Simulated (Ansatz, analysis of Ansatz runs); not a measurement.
**Reproducing a measured local vibrational mode: Al-H pair in alpha-quartz**

Subject: Al-H pair in alpha-quartz. Wanted: its local vibrational mode, in one set-up (r2SCAN, 72-site cell, r2SCAN lattice, 500 eV, k: the single point 1/4 1/4 1/4, anharmonic cut along the mode). The model is a cell of 72 host atoms with Al put on another atom's site and H put in between. The frequencies come from force constants among the defect atom and its neighbours, with the masses of the isotopes named. A meta-GGA costs about twice a GGA and mends lattice constants and part of the gap.

**The experiment.** O-H stretch, 1H: 3378 cm⁻¹ at 300 K, by diffuse reflectance FTIR (“Structural evolution of water and hydroxyl groups during thermal, mechanical and chemical treatment of high purity natural quartz”, 2020, pmc:9055915). O-H stretch, 1H: 3313 cm⁻¹ at 300 K, by diffuse reflectance FTIR (“Structural evolution of water and hydroxyl groups during thermal, mechanical and chemical treatment of high purity natural quartz”, 2020, pmc:9055915). The runs below try to reproduce this.

Calculated with Ansatz 0.2.0; plane-wave PAW DFT, r2SCAN; relaxation of all atoms of a defect supercell.

This is a report of a sequence of runs, with most program output left out.

### Step 1. The starting structure

The cell holds 73 atoms: 23 Si, 48 O, 1 Al and 1 H. Cell: a = 9.844 Å, b = 9.844 Å, c = 10.830 Å, α = 90.0°, β = 90.0°, γ = 120.0°. It derives from SiO2 (space group P3_221). Nearest the centre at fractional (0.218, 0.159, 0.413): O4 at 0.31 Å, H73 at 1.30 Å, Al12 at 1.31 Å, Si1 at 1.87 Å, O9 at 2.38 Å, O16 at 2.39 Å, O15 at 2.40 Å, O27 at 2.74 Å.

The host's primitive cell comes from a first run (plane-wave PAW DFT, r2SCAN; relaxation of the host's cell and atoms): vectors of 4.922, 4.922 and 5.415 Å. That is 12.62 Å³ an atom, 0.4 % over the diffraction cell's volume. The supercell is built on it.

### Step 2. Relaxation, charge 0

Every later number rests on the structure around the defect, so the atoms are relaxed at the host's lattice first.

relax/input.yaml

```yaml
relax:
  f_tol: 0.01
  max_steps: 80
  random_displacement: { amplitude: 0.02, seed: 373 }
crystal:
  lattice:
    - [9.84405368, 0.0, 0.0]
    - [-4.92202684, 8.52520056, 0.0]
    - [0.0, 0.0, 10.8302851]
  atoms:
    - { symbol: Si, position: [0.234489878, 0.0, 0.333333333] }
    - { symbol: Si, position: [0.0, 0.234489878, 0.166666667] }
    - { symbol: Si, position: [0.265510122, 0.265510122, 0.0] }
    - { symbol: O, position: [0.206642365, 0.134490596, 0.392307363] }
    - { symbol: O, position: [0.365509404, 0.072151769, 0.225640697] }
    - { symbol: O, position: [0.427848231, 0.293357635, 0.05897403] }
    - { symbol: O, position: [0.134490596, 0.206642365, 0.107692637] }
    - { symbol: O, position: [0.072151769, 0.365509404, 0.274359303] }
[... 61 atom lines left out ...]
    - { symbol: O, position: [0.634490596, 0.706642365, 0.607692637] }
    - { symbol: O, position: [0.572151769, 0.865509404, 0.774359303] }
    - { symbol: O, position: [0.793357635, 0.927848231, 0.94102597] }
    - { symbol: H, position: [0.170942, 0.053162, 0.326978] }
basis:
  ecutwfc: 500
  xc_grid: 2
hamiltonian:
  xc: r2scan
kpoints:
  mp_grid: { grid: [1, 1, 1], shift: [0.25, 0.25, 0.25] }
scf:
  occupations: { method: fermi_dirac, width: 0.01 }
  max_iter: 120
output:
  forces: true
checkpoint:
  write: "../relax.run"
  compress: false
  write_wavefunctions: true
  write_every: 100000
```

Command:

```
ansatz run input.yaml --threads 4 --pin off --max-ram 7536MiB --backend cpu --events-out ev --progress --plain --runs-dir out
```

Elapsed: 5.1 min, on 4 threads of Arm Neoverse V2, shared host; peak memory 2.1 GiB; 20 min of CPU time.

Step by step:

```
step  energy less that of the first step (eV)  largest force component (eV/Å)
   1                                   0.0000                         28.8450
   2                                  -5.1907                         14.2869
   3                                  -8.5020                          6.7848
   4                                  -9.8471                          2.7201
   5                                 -10.3615                          1.5683
   6                                 -10.7578                          1.0122
   7                                 -10.9632                          0.8191
   8                                 -11.0306                          0.4231
   9                                 -11.0578                          0.2221
  10                                 -11.0669                          0.1455
  11                                 -11.0721                          0.3590
  12                                 -11.0772                          0.4529
  13                                 -11.0845                          0.4290
  14                                 -11.0869                          0.2502
  15                                 -11.1033                          0.1055
  16                                 -11.1052                          0.0380
  17                                 -11.1054                          0.0119
  18                                 -11.1054                          0.0058
```

The atoms that moved most (Å, from the sites as typed, ahead of the random displacement, the mean shift of all atoms taken out):

```
atom      dx      dy      dz  length
 H73  -1.126   0.018   0.884   1.432
  O4  -0.225  -0.217   0.027   0.314
 O15   0.233  -0.123  -0.144   0.300
 O63   0.208   0.039  -0.087   0.229
 O52   0.165  -0.042   0.091   0.193
 O16   0.041  -0.010   0.167   0.173
 O31   0.084   0.099  -0.050   0.139
  O5  -0.108   0.077   0.039   0.138
```

Neighbours of the ideal centre at the end:

```
atom  distance (Å)
  O4         0.521
 H73         1.391
Al12         1.432
 Si1         1.943
 O15         2.401
  O9         2.457
 O16         2.519
 O27         2.724
  O5         2.749
```

Neighbours of the added atoms: H73: O4 0.98, O63 2.07, Si1 2.24 Å.

Numbers from this step:

```yaml
free_energy: -42639.5949 eV
```

The relaxation ends 152 meV an atom lower than the displaced start, with a largest force component of 0.0058 eV/Å.

### Step 3. Local vibrational modes

A local mode lives on the defect and the atoms next to it, so only the sites listed in the input are displaced, which costs far fewer SCF runs than the whole cell would.

This step: plane-wave PAW DFT, r2SCAN; finite-displacement force constants among the atoms nearest to a defect, the others at rest.

modes/input.yaml

```yaml
crystal:
  lattice:
    - [9.84405368, 0.0, 0.0]
    - [-4.92202684, 8.52520056, 0.0]
    - [0.0, 0.0, 10.8302851]
  atoms:
    - { symbol: Si, position: [0.226935302, -0.011346471, 0.330622286] }
    - { symbol: Si, position: [0.000582541, 0.239579898, 0.163066282] }
[... 1 atom line left out ...]
    - { symbol: O, position: [0.170821812, 0.108923321, 0.394829988] }
    - { symbol: O, position: [0.358819349, 0.081081835, 0.229263648] }
[... 2 atom lines left out ...]
    - { symbol: O, position: [0.070217337, 0.368407386, 0.271742886] }
    - { symbol: O, position: [0.300004941, 0.438447105, 0.433487021] }
[... 2 atom lines left out ...]
    - { symbol: Al, position: [0.275058591, 0.27613461, 0.508323472] }
[... 2 atom lines left out ...]
    - { symbol: O, position: [0.444023114, 0.278836253, 0.54570753] }
    - { symbol: O, position: [0.137797132, 0.205388353, 0.623165328] }
[... 9 atom lines left out ...]
    - { symbol: O, position: [0.067858119, 0.854287834, 0.270502801] }
    - { symbol: O, position: [0.291017548, 0.927944738, 0.440857574] }
[... 16 atom lines left out ...]
    - { symbol: O, position: [0.57109495, 0.368420209, 0.274969897] }
[... 28 atom lines left out ...]
    - { symbol: H, position: [0.057290489, 0.055158043, 0.408599953] }
basis:
  ecutwfc: 500
  xc_grid: 2
hamiltonian:
  xc: r2scan
kpoints:
  mp_grid: { grid: [1, 1, 1], shift: [0.25, 0.25, 0.25] }
scf:
  occupations: { method: fermi_dirac, width: 0.01 }
  max_iter: 120
output: {}
checkpoint:
  read: "../relax.run"
phonons:
  supercell: [1, 1, 1]
  displaced_sites: [0, 3, 11, 62, 72]
```

Elapsed: 9.1 min, on 4 threads; peak memory 2.1 GiB.

This step gave:

```
free energy : -42639.5949 eV
```

The modes with the largest weight on the probed atoms (the light atom of a pair), for the masses of each isotope. Modes of the displaced atoms (local only where they lie over the host's phonons):

```
isotopes  mode (cm⁻¹)  share of the defect atoms
       H         3499                      0.941
       H         1191                      0.881
       H        546.9                      0.375
       D         2548                      0.886
       D        919.9                      0.487
       D        417.6                      0.701
```

### Step 4. Point 1 along the mode

A light atom samples the curved part of its well, so the energy is mapped along the mode and the one-dimensional Schrödinger equation solved on it.

This step: plane-wave PAW DFT, r2SCAN; single point of a defect supercell.

cut0/input.yaml

```yaml
crystal:
  lattice:
    - [9.84405368, 0.0, 0.0]
    - [-4.92202684, 8.52520056, 0.0]
    - [0.0, 0.0, 10.8302851]
  atoms:
    - { symbol: Si, position: [0.226911857, -0.011320723, 0.330641335] }
    - { symbol: Si, position: [0.000582541, 0.239579898, 0.163066282] }
[... 1 atom line left out ...]
    - { symbol: O, position: [0.168757226, 0.107973959, 0.395079009] }
    - { symbol: O, position: [0.358819349, 0.081081835, 0.229263648] }
[... 2 atom lines left out ...]
    - { symbol: O, position: [0.070217337, 0.368407386, 0.271742886] }
    - { symbol: O, position: [0.300004941, 0.438447105, 0.433487021] }
[... 2 atom lines left out ...]
    - { symbol: Al, position: [0.27503811, 0.276103551, 0.508304039] }
[... 2 atom lines left out ...]
    - { symbol: O, position: [0.444023114, 0.278836253, 0.54570753] }
    - { symbol: O, position: [0.137797132, 0.205388353, 0.623165328] }
[... 9 atom lines left out ...]
    - { symbol: O, position: [0.067858119, 0.854287834, 0.270502801] }
    - { symbol: O, position: [0.291017548, 0.927944738, 0.440857574] }
[... 16 atom lines left out ...]
    - { symbol: O, position: [0.57109495, 0.368420209, 0.274969897] }
[... 28 atom lines left out ...]
    - { symbol: H, position: [0.090265701, 0.070333667, 0.404683097] }
basis:
  ecutwfc: 500
  xc_grid: 2
hamiltonian:
  xc: r2scan
kpoints:
  mp_grid: { grid: [1, 1, 1], shift: [0.25, 0.25, 0.25] }
scf:
  occupations: { method: fermi_dirac, width: 0.01 }
  max_iter: 120
output:
  forces: true
checkpoint:
  read: "../relax.run"
```

Elapsed: 21 s, on 4 threads; peak memory 2 GiB; 83 s of CPU time.

Numbers from this step:

| Quantity | Value |
| --- | --- |
| free energy | -42635.0415 eV |

The other runs of this kind differ in structure, charge or spin alone:

```
                   run    outcome  energy less the first (eV)  moment (μB)  time
point 1 along the mode  converged                      0.0000         0.00  21 s
point 2 along the mode  converged                     -2.6521         0.00  22 s
point 3 along the mode  converged                     -3.8309         0.00  22 s
point 4 along the mode  converged                     -4.4055         0.00  22 s
point 5 along the mode  converged                     -4.4521         0.00  22 s
point 6 along the mode  converged                     -4.2151         0.00  23 s
point 7 along the mode  converged                     -3.9379         0.00  23 s
point 8 along the mode  converged                     -3.6073         0.00  22 s
point 9 along the mode  converged                     -3.2969         0.00  22 s
```

### Step 5. Anharmonic fundamental

Analysis of the runs above: one-dimensional Schroedinger equation on a polynomial through r2SCAN energies along the local mode.

It gives:

| Quantity | Value |
| --- | --- |
| stretch | 3281 cm⁻¹ |
| stretch harmonic | 3499 cm⁻¹ |

The energy by normal coordinate:

```
normal coordinate (amu½ Å)  energy (eV)
                    -0.294         4.55
                    -0.216         1.90
                    -0.147        0.723
                    -0.074        0.148
                     0.000            0
                     0.074        0.101
                     0.147        0.338
                     0.216        0.616
                     0.294        0.946
                     0.373         1.26
```

### Step 6. What came out

| Item | Value |
| --- | --- |
| distance from the defect atom to its nearest neighbour | 0.980 Å |
| O-H stretch, 1H | 3281 cm⁻¹ |
| time of the whole chain | 18 min on 4 threads |

In words: O-H stretch, 1H: computed 3281 cm⁻¹, measured 3378 cm⁻¹ and 3313 cm⁻¹; 32 cm⁻¹ (1 %) below the nearest measurement. The anharmonic cut moves the O-H stretch, 1H from 3499 to 3281 cm⁻¹; a straight cut leaves out the coupling to the other modes. Only the named neighbours move, so modes near the host's band are approximate.

[Logs are printed without paths, hosts, clocks, repeated set-up lines and the standing remarks that a program may print on its own settings, such as how far it seeks lower states.]

[Hosts, paths, dates, database ids (printed as entryN), source tags and the programs' standing remarks are cut or masked in the printed files.]

[For some hosts the program warned that the k-mesh of the response run may be too coarse for force constants and the static dielectric constant; such warnings are not shown here.]
